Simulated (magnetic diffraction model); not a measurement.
# Ca2Ta2NiS8 below its ordering temperature

Space group C2/c (no. 15), a = 23.3150 Å, b = 7.6820 Å, c = 6.6930 Å, β = 91.23°.

| site | atom | x | y | z |
| --- | --- | --- | --- | --- |
| 8f | Ta | 0.6140 | 0.3467 | 0.2530 |
| 4e | Ni | 0 | 0.3641 | 1/4 |
| 8f | Ca | 0.7930 | 0.3287 | 0.2641 |
| 8f | S | 0.8201 | 0.9365 | 0.5152 |
| 8f | S | 0.6874 | 0.8430 | 0.8381 |
| 8f | S | 0.5554 | 0.1432 | 0.0827 |
| 8f | S | 0.5673 | 0.3741 | 0.5923 |

This is a made-up structure (elements placed in a structure type, unrelaxed), so the numbers test the method and describe no known phase.

Only Ni is taken to order (form factors of Ni2+); orders and moment sizes are assumed, and not adapted to the symmetry. Radiation: neutrons of λ = 2.36 Å, 5° to 35°; isotropic B of 0.28 Å² (Ta), 0.33 Å² (Ni), 0.44 Å² (Ca) and 0.46 Å² (S). Simulated constant-wavelength pattern: nuclear and magnetic terms add, the magnetic one as |2.695 fm × Σ f S⊥ exp(2πi Q·r) exp(−B s²)|², summed over all Q at one angle with the factor 1/(sin²θ cos θ). For collinear order S is the moment m, which repeats by lattice and centring translations R with the sign exp(−2πi k·R). Free-ion form factors, Sears's scattering lengths of 1992, no absorption; a label names one of the reflections at its angle. The strongest nuclear line in the range is 100, and lines under 0.2 are left out.

Above the ordering temperature:

```csv
2θ (°),index,I
11.62,(2 0 0),26.4
18.61,(1 1 0),0.4
24.95,(3 1 0),61.5
27.59,(1 1 -1),0.8
27.78,(1 1 1),0.6
32.14,(3 1 -1),47.8
32.63,(3 1 1),34.3
34.44,(5 1 0),100.0
```

Below it (cell unchanged):

| 2θ (°) | I |
| --- | --- |
| 5.80 | 6.4 |
| 11.62 | 26.4 |
| 17.47 | 0.7 |
| 17.67 | 4.3 |
| 18.61 | 0.4 |
| 21.20 | 4.2 |
| 24.95 | 61.5 |
| 27.05 | 4.3 |
| 27.59 | 0.8 |
| 27.78 | 0.6 |
| 29.32 | 0.2 |
| 29.35 | 3.6 |
| 29.45 | 1.1 |
| 29.71 | 2.5 |
| 32.14 | 47.8 |
| 32.63 | 34.3 |
| 34.44 | 100.0 |

**Question.** Find the propagation vector, then choose among these models:
A. collinear moments along [111], 1.66 μB on Ni; signs + at (0, 0.3641, 1/4), + at (0, 0.6359, 3/4)
B. collinear moments along [101], 1.66 μB on Ni; signs + at (0, 0.3641, 1/4), + at (0, 0.6359, 3/4)
C. collinear moments along [111], 1.66 μB on Ni; signs + at (0, 0.3641, 1/4), − at (0, 0.6359, 3/4)
D. collinear moments along [101], 1.66 μB on Ni; signs + at (0, 0.3641, 1/4), − at (0, 0.6359, 3/4)

The new lines index as (1 0 0) at 5.80°, (3 0 0) at 17.47°, (0 1 0) at 17.67° and (2 1 0) at 21.20°, that is as H ± k with k = (1 0 0). The indices are whole but break the lattice centring, so the moments reverse under a centring translation, those with k·t a half-integer.

Magnetic intensity, observed (below minus above) and for each model:

| 2θ (°) | index | observed | A | B | C | D |
| --- | --- | --- | --- | --- | --- | --- |
| 5.80 | (1 0 0) | 6.4 | 14.7 | 6.4 | <0.2 | <0.2 |
| 17.47 | (3 0 0) | 0.7 | 1.6 | 0.7 | <0.2 | <0.2 |
| 17.67 | (0 1 0) | 4.3 | 3.9 | 4.3 | 5.1 | 5.7 |
| 21.02 | (1 0 -1) | <0.2 | <0.2 | <0.2 | 6.9 | 6.9 |
| 21.20 | (2 1 0) | 4.2 | 4.0 | 4.2 | 5.2 | 5.5 |
| 21.27 | (1 0 1) | <0.2 | <0.2 | <0.2 | 5.0 | 4.8 |
| 26.62 | (3 0 -1) | <0.2 | <0.2 | <0.2 | 3.4 | 3.4 |
| 27.20 | (3 0 1) | <0.2 | <0.2 | <0.2 | 1.5 | 1.2 |

Model B matches.

The absence at (1 0 -1) is telling: the sublattices cancel there.

The structure used: k = (1 0 0), collinear moments along [101], 1.66 μB on Ni; signs + at (0, 0.3641, 1/4), + at (0, 0.6359, 3/4).

[Logs are printed without paths, hosts, clocks, repeated set-up lines and the standing remarks that a program may print on its own settings, such as how far it seeks lower states.]
